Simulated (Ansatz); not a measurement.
# 1T-PtSe2 bilayer (AB) in a perpendicular field, part 2 of 3

What dipole does a perpendicular field induce in the 1T-PtSe2 bilayer (AB), and does the gap follow? A positive field points along +c.

Ansatz 0.2.0; plane-wave DFT, PBE-D3(BJ), Ansatz PAW.

So far. Step 2 (Relaxing the slab): The lattice constant a goes from 3.750 to 3.708 Å.

## Step 3: Single point, field 0, start network

A sawtooth potential applies the field, turning back in the middle of the vacuum. With the dipole correction the typed value is the field outside the slab. The induced dipole is small, so the SCF threshold is tight.

The cell differs from the one that the last finished run ended in (c 46.235 → 26.217 Å).

The input, input.yaml:

```yaml
crystal:
  lattice:
    - [3.7077518621, 0.0, 0.0]
    - [-1.8538759311, 3.2110073035, 0.0]
    - [0.0, 0.0, 26.217482297]
  atoms:
    - { symbol: Se, position: [0.6666666667, 0.3333333333, 0.3432823907] }
    - { symbol: Pt, position: [0.0, 0.0, 0.3939086689] }
    - { symbol: Se, position: [0.3333333333, 0.6666666667, 0.4442273872] }
    - { symbol: Se, position: [0.0, 0.0, 0.5557726128] }
    - { symbol: Pt, position: [0.3333333333, 0.6666666667, 0.6060913311] }
    - { symbol: Se, position: [0.6666666667, 0.3333333333, 0.6567176093] }
kpoints:
  mp_grid: { grid: [12, 12, 1] }
  band_path:
    path: [[0, 0, 0], [0.5, 0, 0], [0.33333333, 0.33333333, 0], [0, 0, 0]]
    npoints: 16
hamiltonian:
  xc: pbe
  dispersion: d3bj
scf:
  occupations: { method: fermi_dirac, width: 0.02585 }
  convergence: { dr2_threshold: 1.0e-10 }
efield:
  axis: 3
  dipole_correction: true
  ramp_position: 0.97
  ramp_width: 0.06
  amplitude: 0
output:
  dos: { projected: true, e_range: [-6, 5] }
  write_potential: true
  write_density: true
  volumetric_format: npy
  elf: true
```

On the command line:

```sh
$ ansatz run input.yaml --threads 4 --pin off --max-ram 8192MiB --backend cpu --events-out ev --progress --plain --runs-dir out
```

Numbers of over 12 decimals in the logs are rounded to 6 here.

Output:

```text
[...]
Crystal: 6 atoms, lattice volume = 312.135 Å³
Basis set: ecut = 420 eV, 6135 PW (Γ)
Bands: 60, of which v1, the nominal top of the filled ones, is band 50 counted from 1 (49 counted from 0)
Symmetry: 6 space group operations
k-points: 19 of 144 (time reversal used)
[...]
SCF iter   1: F=—  HF=-46926.829624 eV  |F-HF|=—  |Δ(HF+E_count)|=         —  Δρ=2.04e-3  dr2=3.15e-2  ethr=1.77e-3  p=0.000 e·Å  D=1.86e-13 V/Å  ΔV_dip=-0.00 eV  dr2_dipole=4.50e-8  V_vac-E_F(+/−)=4.77/4.77 eV  ⟨swp⟩=8.5  Hψ=4652  notcnv=0  defer=6
efield: sawtooth ramp at fractional position 0.9700 (set: `efield.ramp_position`, or a place that a band, a saddle search or an elastic batch's reference lends), width 0.0600; the density the first Hamiltonian is built on has a dipole p = 0.000 e·Å; the dipole correction subtracts the counter field D = 1.86e-13 V/Å, which shifts the + side's vacuum level by -0.00 eV against the − side's; the planar-averaged density in the ramp window peaks in size at 5.4e-6 e/Å³
[...]
SCF iter   2: F=—  HF=-46926.829379 eV  |F-HF|=—  |Δ(HF+E_count)|=   2.45e-4  Δρ=1.52e-3  dr2=3.78e-2  ethr=3.15e-5  p=0.000 e·Å  D=3.79e-5 V/Å  ΔV_dip=-0.00 eV  dr2_dipole=3.43e-7  V_vac-E_F(+/−)=4.88/4.88 eV  ⟨swp⟩=2.8  Hψ=1827  notcnv=0  defer=79
[...]
SCF iter  14: F=-46926.826919 eV  HF=-46926.826919 eV  |F-HF|=3.64e-11  |Δ(HF+E_count)|=  5.09e-11  Δρ=6.46e-8  dr2=2.92e-11  ethr=1.00e-12  p=0.000 e·Å  D=1.65e-7 V/Å  ΔV_dip=-0.00 eV  dr2_dipole=1.11e-14  V_vac-E_F(+/−)=4.81/4.81 eV  ⟨swp⟩=12.5  Hψ=3234  notcnv=0
SCF 1 converged in 14 iterations: F = -46926.826919 eV  dr2 = 2.92e-11
[...]
NSCF: frozen V_eff on 49 k-points
efield: sawtooth ramp at fractional position 0.9700 (kept from the solve that this one continues, or follows in the run), width 0.0600; the density the first Hamiltonian is built on has a dipole p = 0.000 e·Å; the dipole correction subtracts the counter field D = 1.65e-7 V/Å, which shifts the + side's vacuum level by -0.00 eV against the − side's; the planar-averaged density in the ramp window peaks in size at 4.8e-6 e/Å³
WARN: The output density's exchange-correlation potential varies sharply where the density is thin. Do not read a vacuum level from v_tot or v_xc, or from such a field of the output density. On a cell that repeats whose density bears no net charge and no dipole along the vacuum's axis use v_es (v_loc + v_h of the components); under efield.dipole_correction with no amplitude use v_es + v_field, which holds any externa [...]
SCF converged after 14 iterations
Free energy (F): -46926.826919 eV
[...]
Internal energy: -46926.826918 eV  (E = F + TS)
E sigma→0 (E₀):  -46926.826918 eV
Entropy (-TS):   -0.000000 eV (-0.000 meV/atom)
Fermi energy:    2.159685 eV
Dipole field:    D = 0.000000 V/Å  (p = 0.000000 e·Å, saw-weighted, corrected)
Work function:   Φ+ = 4.8114 eV   Φ− = 4.8114 eV
Levels:          The Fermi level and band energies are counted from a zero that moves with the ramp; work functions are not
[...]
--- Band table (eV; the first three rows and the last of 19) ---
  k-point 0: bands = [... 46 lower, 1.2085, 1.3480, 1.3480, 1.4656, 4.1830, 4.1830, 4.3108, 4.3108, ... 6 higher]
  k-point 1: bands = [... 46 lower, 1.2085, 1.2376, 1.3570, 1.7536, 3.6750, 3.8429, 4.0526, 4.2148, ... 6 higher]
  k-point 2: bands = [... 46 lower, 1.1046, 1.1310, 1.2954, 1.7371, 2.8832, 3.1784, 3.8224, 4.0346, ... 6 higher]
  k-point 18: bands = [... 46 lower, 0.2554, 0.3584, 0.3584, 0.3589, 2.6966, 3.0567, 3.0567, 3.4247, ... 6 higher]
```

Run time: 14 s. Hardware: 4 threads of Intel Xeon Platinum 8488C (Sapphire Rapids), shared host; peak memory 1.1 GiB; 53 s of CPU time.

Numbers from this step:

```
dipole along the normal            : 4.81e-7 e·Å
gap along the path                 : 0.6614 eV
smallest direct gap along the path : 1.103 eV
ionisation energy, upper face      : 5.134 eV
electron affinity, upper face      : 4.473 eV
gap, the smaller of path and mesh  : 0.6614 eV
```

Running mean over a fixed 2.8 Å (it still follows the layers) of the planar mean; the ramp of the sawtooth is left out. Electron's electrostatic potential energy less the Fermi level against z:

| z (Å) | electron's electrostatic potential energy less the Fermi level (eV) |
| --- | --- |
| 4 | 4.81 |
| 5 | 4.81 |
| 6 | 4.76 |
| 7 | 3.93 |
| 8 | 0.939 |
| 9 | -4.41 |
| 10 | -8.17 |
| 11 | -7.63 |
| 12 | -2.45 |
| 13 | 0.0794 |
| 14 | -1.35 |
| 15 | -6.87 |
| 16 | -8.27 |
| 17 | -5.71 |
| 18 | 0.0478 |
| 19 | 3.38 |
| 20 | 4.72 |
| 21 | 4.81 |
| 22 | 4.81 |
| 23 | 4.81 |

The density of states has structure finer than the step of the table below, so its rows give means over 0.25 eV, whole bins alone (the curve runs from -6 to 2.33 eV). Peaks (eV: height): -5.970: 12.6, -5.920: 14.7, -5.670: 21.8, -5.340: 13.9, -4.400: 13.4, -3.220: 16.6, -3.080: 24.5.

The density of states by energy, zero at the Fermi level of the run, which the smearing sets inside the gap; means over each step:

| energy (eV) | density of states (states/eV a cell) |
| --- | --- |
| -5.75 | 13.6 |
| -5.50 | 7.12 |
| -5.25 | 7.19 |
| -5.00 | 2.65 |
| -4.75 | 6.01 |
| -4.50 | 7.84 |
| -4.25 | 7.17 |
| -4.00 | 6.39 |
| -3.75 | 3.09 |
| -3.50 | 1.05 |
| -3.25 | 8.27 |
| -3.00 | 10.1 |
| -2.75 | 3.11 |
| -2.50 | 3.17 |
| -2.25 | 5.95 |
| -2.00 | 5.98 |
| -1.75 | 6.84 |
| -1.50 | 5.16 |
| -1.25 | 5.79 |
| -1.00 | 5.42 |
| -0.75 | 1.47 |
| -0.50 | 1.12 |
| -0.25 | 0.228 |
| 0.00 | 0 |
| 0.25 | 0.0686 |
| 0.50 | 3.70 |
| 0.75 | 2.38 |
| 1.00 | 6.44 |
| 1.25 | 5.28 |
| 1.50 | 6.61 |
| 1.75 | 5.95 |
| 2.00 | 1.39 |

Projected DOS per atom over height of the atomic layer and energy from the Fermi level. Layers: Se Pt Se Se Pt Se from below.

Ten even steps from '_' (0.00 states/eV) to '@' (4.29 states/eV), each cell a mean:
```
____________
....::::....
::..::::..::
::::::::::::
............
____________
____________
____________
..__....__..
::..::::..::
::::::::::::
::::::::::::
............
__::____::__
..@@....@@..
__..____..__
__==____==__
..++....++..
..--....--..
....____....
..==::::==..
::##::::##::
```
Columns: height of the atomic layer (Å) from 9 to 17.2 (not evenly spaced); rows upwards: energy from the Fermi level (eV) from -5.96 to 2.32.

The electronic bands at the labelled points (eV, zero at the Fermi level of the run, which the smearing sets inside the gap):

| point | band 47 | band 48 | band 49 | band 50 | band 51 | band 52 | band 53 | band 54 |
| --- | --- | --- | --- | --- | --- | --- | --- | --- |
| Γ | -0.95 | -0.81 | -0.81 | -0.69 | 2.02 | 2.02 | 2.15 | 2.15 |
| halfway | -1.31 | -1.30 | -1.14 | -0.92 | 0.34 | 1.05 | 1.55 | 1.81 |
| M | -2.76 | -2.59 | -2.55 | -2.10 | 1.28 | 1.64 | 1.84 | 2.00 |
| halfway | -2.24 | -1.96 | -1.89 | -1.77 | 0.80 | 1.00 | 1.45 | 1.58 |
| K | -1.90 | -1.80 | -1.80 | -1.80 | 0.54 | 0.90 | 0.90 | 1.26 |
| halfway | -1.73 | -1.42 | -1.04 | -0.81 | 0.65 | 0.82 | 1.05 | 1.47 |
| Γ | -0.95 | -0.81 | -0.81 | -0.69 | 2.02 | 2.02 | 2.15 | 2.15 |

Electrostatic potential energy in the ca plane at fractional y = 0.000, with atoms of Pt and Se within 0.2 Å of it. With pseudopotentials it is smooth inside the atoms' cores, unlike the true potential.

Ten even steps from '0' (-36 eV) to '9' (7 eV), each cell a mean:
```
99999999999999999999971000179999964665489999
99999999999999999999984101589999985444689999
99999999999999999999988656889999998767888999
99999999999999999998888888888899999998888888
99999999999999999998778999877899999998877777
99999999999999999998888999888899999998877787
99999999999999999999888878888999999888888888
99999999999999999999986323689999986545789999
99999999999999999999972000289999974554589999
99999999999999999999970000079999964675489999
```
Columns run along c (16.0 Å, from fractional 0.06 to 0.67 of the cell; values clipped at the 3rd and 97th percentile), rows up along a (3.7 Å). Atoms in or near the plane, at fractional coordinates: Pt at (0.39, 0.00), Se at (0.56, 0.00).

ELF in the ca plane at fractional y = 0.000, with atoms of Pt and Se within 0.2 Å of it. It is the smooth field of the valence electrons, not physical close to the nuclei.

Ten even steps from '0' (0.00) to '9' (0.88), each cell a mean:
```
00000000000000000001236777532001799536741000
00000000000000000012233565332100489888741111
00000000000000001234543333344420157777532344
00000000000000013566664323566651013444333467
00000000000000024677765212567763000122333478
00000000000000013677765223567762001223333477
00000000000000002355654323456531035665322356
00000000000000000123333454333210378888632222
00000000000000000001234676432101699767741000
00000000000000000001246777642002899425741000
```
Columns run along c (16.0 Å, from fractional 0.06 to 0.67 of the cell), rows up along a (3.7 Å). Atoms in or near the plane, at fractional coordinates: Pt at (0.39, 0.00), Se at (0.56, 0.00).

Valence density in the ca plane at fractional y = 0.000, with atoms of Pt and Se within 0.2 Å of it. It is the smooth field of the valence electrons, not physical close to the nuclei.

Ten steps, logarithmic in the rise over the least value, from '0' (0 e/Å³) to '9' (32 e/Å³), each cell a mean:
```
00000000000000000000024676420000024886210000
00000000000000000000013554310000012443210000
00000000000000000000111222111000001121111111
00000000000000000001111111111100000011111111
00000000000000000001111101111100000001122222
00000000000000000001111111111100000001122221
00000000000000000000111111111000000111111111
00000000000000000000012343210000011232111000
00000000000000000000014666410000013674210000
00000000000000000000025777520000025997210000
```
Columns run along c (16.0 Å, from fractional 0.06 to 0.67 of the cell), rows up along a (3.7 Å). Atoms in or near the plane, at fractional coordinates: Pt at (0.39, 0.00), Se at (0.56, 0.00).

The gap is 0.66 eV, with the valence edge 5.13 eV and the conduction edge 4.47 eV under the upper vacuum level. Spin-orbit coupling, left out in this run, matters for the bands of elements this heavy.

## Step 4: Single point, field 0.05 V/Å

Changes to input.yaml since step 3:

```diff
@@ -28,5 +28,4 @@
   ramp_width: 0.06
-  amplitude: 0
+  amplitude: 0.05
 output:
-  dos: { projected: true, e_range: [-6, 5] }
   write_potential: true
@@ -34,2 +33 @@
   volumetric_format: npy
-  elf: true
```

Output:

```text
[...]
Crystal: 6 atoms, lattice volume = 312.135 Å³
Basis set: ecut = 420 eV, 6135 PW (Γ)
Bands: 60, of which v1, the nominal top of the filled ones, is band 50 counted from 1 (49 counted from 0)
Symmetry: 6 space group operations
k-points: 19 of 144 (time reversal used)
[...]
k-point 0: bands = [... 46 lower, 1.2074, 1.3489, 1.3489, 1.4656, 4.1817, 4.1817, 4.3118, 4.3118, ... 6 higher]
  k-point 1: bands = [... 46 lower, 1.2074, 1.2384, 1.3578, 1.7536, 3.6740, 3.8437, 4.0516, 4.2156, ... 6 higher]
  k-point 2: bands = [... 46 lower, 1.1068, 1.1301, 1.2961, 1.7370, 2.8826, 3.1787, 3.8216, 4.0351, ... 6 higher]
  k-point 18: bands = [... 46 lower, 0.2536, 0.3484, 0.3604, 0.3682, 2.6963, 3.0434, 3.0698, 3.4247, ... 6 higher]
[key lines of the parts left out:]
SCF converged after 17 iterations
Free energy (F): -46926.827746 eV
Fermi energy:    2.159486 eV
Dipole field:    D = 0.019184 V/Å  (p = 0.033091 e·Å, saw-weighted, corrected)
```

Wall time 14 s (4 threads); peak memory 0.99 GiB.

The dipole is 0.0331 e·Å, and the gap 0.661 eV.

## Step 5: Single point, field -0.05 V/Å

Changes to input.yaml since step 4:

```diff
@@ -28,3 +28,3 @@
   ramp_width: 0.06
-  amplitude: 0.05
+  amplitude: -0.05
 output:
```

Output:

```text
[...]
Crystal: 6 atoms, lattice volume = 312.135 Å³
Basis set: ecut = 420 eV, 6135 PW (Γ)
Bands: 60, of which v1, the nominal top of the filled ones, is band 50 counted from 1 (49 counted from 0)
Symmetry: 6 space group operations
k-points: 19 of 144 (time reversal used)
[...]
k-point 0: bands = [... 46 lower, 1.2074, 1.3489, 1.3489, 1.4656, 4.1817, 4.1817, 4.3118, 4.3118, ... 6 higher]
  k-point 1: bands = [... 46 lower, 1.2074, 1.2384, 1.3578, 1.7536, 3.6740, 3.8437, 4.0516, 4.2156, ... 6 higher]
  k-point 2: bands = [... 46 lower, 1.1068, 1.1301, 1.2961, 1.7370, 2.8826, 3.1787, 3.8216, 4.0351, ... 6 higher]
  k-point 18: bands = [... 46 lower, 0.2536, 0.3484, 0.3604, 0.3682, 2.6963, 3.0434, 3.0698, 3.4247, ... 6 higher]
[key lines of the parts left out:]
SCF converged after 17 iterations
Free energy (F): -46926.827746 eV
Fermi energy:    2.159485 eV
Dipole field:    D = -0.019183 V/Å  (p = -0.033089 e·Å, saw-weighted, corrected)
```

Elapsed: 14 s, on 4 threads; peak memory 0.99 GiB; 56 s of CPU time.

The dipole is -0.0331 e·Å, and the gap 0.661 eV.

## Step 6: Single point, field 0.1 V/Å

Changes to input.yaml since step 5:

```diff
@@ -26,5 +26,5 @@
   dipole_correction: true
-  ramp_position: 0.97
-  ramp_width: 0.06
-  amplitude: -0.05
+  ramp_position: 0.958
+  ramp_width: 0.0839
+  amplitude: 0.1
 output:
```

Output:

```text
[...]
Crystal: 6 atoms, lattice volume = 312.135 Å³
Basis set: ecut = 420 eV, 6135 PW (Γ)
Bands: 60, of which v1, the nominal top of the filled ones, is band 50 counted from 1 (49 counted from 0)
Symmetry: 6 space group operations
k-points: 19 of 144 (time reversal used)
[...]
k-point 0: bands = [... 46 lower, 1.2041, 1.3516, 1.3516, 1.4656, 4.1782, 4.1782, 4.3147, 4.3147, ... 6 higher]
  k-point 1: bands = [... 46 lower, 1.2043, 1.2406, 1.3603, 1.7536, 3.6711, 3.8460, 4.0488, 4.2179, ... 6 higher]
  k-point 2: bands = [... 46 lower, 1.1128, 1.1272, 1.2983, 1.7369, 2.8810, 3.1798, 3.8193, 4.0368, ... 6 higher]
  k-point 18: bands = [... 46 lower, 0.2486, 0.3383, 0.3648, 0.3778, 2.6954, 3.0299, 3.0827, 3.4250, ... 6 higher]
[key lines of the parts left out:]
SCF converged after 17 iterations
Free energy (F): -46926.830228 eV
Fermi energy:    2.158959 eV
Dipole field:    D = 0.038371 V/Å  (p = 0.066188 e·Å, saw-weighted, corrected)
```

Run time: 15 s. Hardware: 4 threads; peak memory 1 GiB.

The dipole is 0.0662 e·Å, and the gap 0.660 eV.

## Step 7: Atoms held, field -0.1 V/Å

Changes to input.yaml since step 6:

```diff
@@ -28,3 +28,3 @@
   ramp_width: 0.0839
-  amplitude: 0.1
+  amplitude: -0.1
 output:
```

Output:

```text
[...]
Crystal: 6 atoms, lattice volume = 312.135 Å³
Basis set: ecut = 420 eV, 6135 PW (Γ)
Bands: 60, of which v1, the nominal top of the filled ones, is band 50 counted from 1 (49 counted from 0)
Symmetry: 6 space group operations
k-points: 19 of 144 (time reversal used)
[...]
k-point 0: bands = [... 46 lower, 1.2039, 1.3514, 1.3514, 1.4654, 4.1780, 4.1780, 4.3146, 4.3146, ... 6 higher]
  k-point 1: bands = [... 46 lower, 1.2042, 1.2404, 1.3602, 1.7534, 3.6710, 3.8458, 4.0486, 4.2178, ... 6 higher]
  k-point 2: bands = [... 46 lower, 1.1127, 1.1271, 1.2982, 1.7367, 2.8809, 3.1796, 3.8192, 4.0367, ... 6 higher]
  k-point 18: bands = [... 46 lower, 0.2485, 0.3381, 0.3647, 0.3776, 2.6952, 3.0298, 3.0825, 3.4248, ... 6 higher]
[key lines of the parts left out:]
SCF converged after 17 iterations
Free energy (F): -46926.830228 eV
Fermi energy:    2.158797 eV
Dipole field:    D = -0.038371 V/Å  (p = -0.066188 e·Å, saw-weighted, corrected)
```

Elapsed: 15 s, on 4 threads; peak memory 1 GiB; 56 s of CPU time.

The dipole is -0.0662 e·Å, and the gap 0.660 eV.

## Step 8: Atoms held, field 0.2 V/Å

Changes to input.yaml since step 7:

```diff
@@ -28,3 +28,3 @@
   ramp_width: 0.0839
-  amplitude: -0.1
+  amplitude: 0.2
 output:
```

Output:

```text
[...]
Crystal: 6 atoms, lattice volume = 312.135 Å³
Basis set: ecut = 420 eV, 6135 PW (Γ)
Bands: 60, of which v1, the nominal top of the filled ones, is band 50 counted from 1 (49 counted from 0)
Symmetry: 6 space group operations
k-points: 19 of 144 (time reversal used)
[...]
k-point 0: bands = [... 46 lower, 1.1919, 1.3609, 1.3609, 1.4655, 4.1652, 4.1652, 4.3250, 4.3250, ... 6 higher]
  k-point 1: bands = [... 46 lower, 1.1927, 1.2487, 1.3691, 1.7532, 3.6602, 3.8541, 4.0377, 4.2262, ... 6 higher]
  k-point 2: bands = [... 46 lower, 1.1165, 1.1320, 1.3062, 1.7361, 2.8745, 3.1837, 3.8103, 4.0431, ... 6 higher]
  k-point 18: bands = [... 46 lower, 0.2314, 0.3174, 0.3793, 0.3962, 2.6917, 3.0022, 3.1076, 3.4259, ... 6 higher]
[key lines of the parts left out:]
SCF converged after 17 iterations
Free energy (F): -46926.840157 eV
Fermi energy:    2.156617 eV
Dipole field:    D = 0.076758 V/Å  (p = 0.132406 e·Å, saw-weighted, corrected)
```

Run time: 15 s. Hardware: 4 threads; peak memory 1 GiB.

The dipole is 0.132 e·Å, and the gap 0.658 eV.

## Step 9: Single point, field -0.2 V/Å

Changes to input.yaml since step 8:

```diff
@@ -28,3 +28,3 @@
   ramp_width: 0.0839
-  amplitude: 0.2
+  amplitude: -0.2
 output:
```

Output:

```text
[...]
Crystal: 6 atoms, lattice volume = 312.135 Å³
Basis set: ecut = 420 eV, 6135 PW (Γ)
Bands: 60, of which v1, the nominal top of the filled ones, is band 50 counted from 1 (49 counted from 0)
Symmetry: 6 space group operations
k-points: 19 of 144 (time reversal used)
[...]
k-point 0: bands = [... 46 lower, 1.1916, 1.3606, 1.3606, 1.4651, 4.1648, 4.1648, 4.3247, 4.3247, ... 6 higher]
  k-point 1: bands = [... 46 lower, 1.1924, 1.2483, 1.3688, 1.7529, 3.6599, 3.8538, 4.0374, 4.2259, ... 6 higher]
  k-point 2: bands = [... 46 lower, 1.1162, 1.1317, 1.3059, 1.7357, 2.8742, 3.1834, 3.8100, 4.0428, ... 6 higher]
  k-point 18: bands = [... 46 lower, 0.2311, 0.3170, 0.3790, 0.3959, 2.6914, 3.0019, 3.1073, 3.4255, ... 6 higher]
[key lines of the parts left out:]
SCF converged after 17 iterations
Free energy (F): -46926.840157 eV
Fermi energy:    2.156293 eV
Dipole field:    D = -0.076759 V/Å  (p = -0.132408 e·Å, saw-weighted, corrected)
```

Wall time 15 s (4 threads); peak memory 1 GiB.

The dipole is -0.132 e·Å, and the gap 0.658 eV.

## Step 10: Atoms held, field 0.3 V/Å

Changes to input.yaml since step 9:

```diff
@@ -26,5 +26,5 @@
   dipole_correction: true
-  ramp_position: 0.958
-  ramp_width: 0.0839
-  amplitude: -0.2
+  ramp_position: 0.9553
+  ramp_width: 0.0894
+  amplitude: 0.3
 output:
```

Output:

```text
[...]
Crystal: 6 atoms, lattice volume = 312.135 Å³
Basis set: ecut = 420 eV, 6135 PW (Γ)
Bands: 60, of which v1, the nominal top of the filled ones, is band 50 counted from 1 (49 counted from 0)
Symmetry: 6 space group operations
k-points: 19 of 144 (time reversal used)
[...]
k-point 0: bands = [... 46 lower, 1.1739, 1.3735, 1.3735, 1.4649, 4.1464, 4.1464, 4.3386, 4.3386, ... 6 higher]
  k-point 1: bands = [... 46 lower, 1.1753, 1.2602, 1.3811, 1.7522, 3.6435, 3.8654, 4.0210, 4.2377, ... 6 higher]
  k-point 2: bands = [... 46 lower, 1.1001, 1.1551, 1.3172, 1.7344, 2.8637, 3.1895, 3.7960, 4.0522, ... 6 higher]
  k-point 18: bands = [... 46 lower, 0.2083, 0.2955, 0.3972, 0.4133, 2.6853, 2.9734, 3.1311, 3.4269, ... 6 higher]
[key lines of the parts left out:]
SCF converged after 17 iterations
Free energy (F): -46926.856711 eV
Fermi energy:    2.152419 eV
Dipole field:    D = 0.115180 V/Å  (p = 0.198681 e·Å, saw-weighted, corrected)
```

Wall time 15 s (4 threads); peak memory 1 GiB.

The dipole is 0.199 e·Å, and the gap 0.651 eV.

(Continued in part 3 of 3.)

[Logs are printed without paths, hosts, clocks, repeated set-up lines and the standing remarks that a program may print on its own settings, such as how far it seeks lower states.]

[Hosts, paths, dates, database ids (printed as entryN), source tags and the programs' standing remarks are cut or masked in the printed files.]

[Maps of the electrostatic potential energy from Ansatz leave out the sawtooth potential of an applied field or a dipole correction, so their vacuum need not be flat; planar profiles and work functions include it.]

[The density of states shown here was stored with 400 of the rows of the run's finer table, so its peaks can read low, often by over a quarter, or be missed, and its means over a window can be off by a tenth or more.]
